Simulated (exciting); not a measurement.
Two BSE runs for the O K edge of BaTiO3, space group R3m. Run A: exciting, all-electron LAPW+lo, LDA, exchange and screened direct term (singlet BSE), 3×3×3 shifted k points, 41 conduction bands, |G+q| up to 3 bohr⁻¹, full RPA screening with nempty = 65, Lorentzian half width 0.45 eV. Run B has a fault in its input.

Energy from the Kohn–Sham onset, core level to the lowest empty state found on the meshes used; one zero for both, scaled to A's maximum:

```csv
E (eV),A,B
-7.0,0.02,0.03
-6.5,0.02,0.04
-6.0,0.02,0.05
-5.5,0.02,0.06
-5.0,0.03,0.08
-4.5,0.03,0.12
-4.0,0.04,0.19
-3.5,0.05,0.37
-3.0,0.07,0.97
-2.5,0.10,1.56
-2.0,0.18,0.75
-1.5,0.38,0.66
-1.0,0.92,1.19
-0.5,0.89,1.13
0.0,0.73,0.69
0.5,0.61,0.53
1.0,0.62,0.61
1.5,0.62,0.47
2.0,0.70,0.41
2.5,0.66,0.55
3.0,0.61,0.79
3.5,0.71,0.90
4.0,0.84,0.82
4.5,0.82,0.73
5.0,0.81,0.68
5.5,0.80,0.56
6.0,0.72,0.46
6.5,0.61,0.38
7.0,0.49,0.34
7.5,0.44,0.35
8.0,0.45,0.35
8.5,0.39,0.26
9.0,0.28,0.24
9.5,0.28,0.32
10.0,0.37,0.36
10.5,0.37,0.45
11.0,0.43,0.50
11.5,0.53,0.48
12.0,0.54,0.49
12.5,0.64,0.40
13.0,0.63,0.35
13.5,0.51,0.33
14.0,0.48,0.31
14.5,0.46,0.26
15.0,0.36,0.22
15.5,0.30,0.17
16.0,0.23,0.14
16.5,0.19,0.15
17.0,0.20,0.19
17.5,0.24,0.24
18.0,0.28,0.23
18.5,0.26,0.21
19.0,0.24,0.19
19.5,0.25,0.26
20.0,0.35,0.22
20.5,0.27,0.17
21.0,0.23,0.18
21.5,0.25,0.16
22.0,0.19,0.12
22.5,0.14,0.10
23.0,0.14,0.10
23.5,0.13,0.10
24.0,0.13,0.10
24.5,0.12,0.11
25.0,0.13,0.11
25.5,0.14,0.13
26.0,0.16,0.14
```

Q: What most likely went wrong in run B?

Far too few empty states in the screening (empty states in the screening from 65 to 3). The spectrum differs from run A by 57 % r.m.s. The highest maximum lies at -2.6 eV (1.64), against -0.9 eV (1.00). The first bright state moves from -0.92 to -2.64 eV. Too few states underscreen, so the attraction is too strong. Other settings could leave a like mark; this is the change that was made.

[Banner, clock and machine lines of the logs are left out without a mark of their own.]

[Logs are printed without paths, hosts, clocks, repeated set-up lines and the standing remarks that a program may print on its own settings, such as how far it seeks lower states.]

[Hosts, paths, dates, database ids (printed as entryN), source tags and the programs' standing remarks are cut or masked in the printed files.]
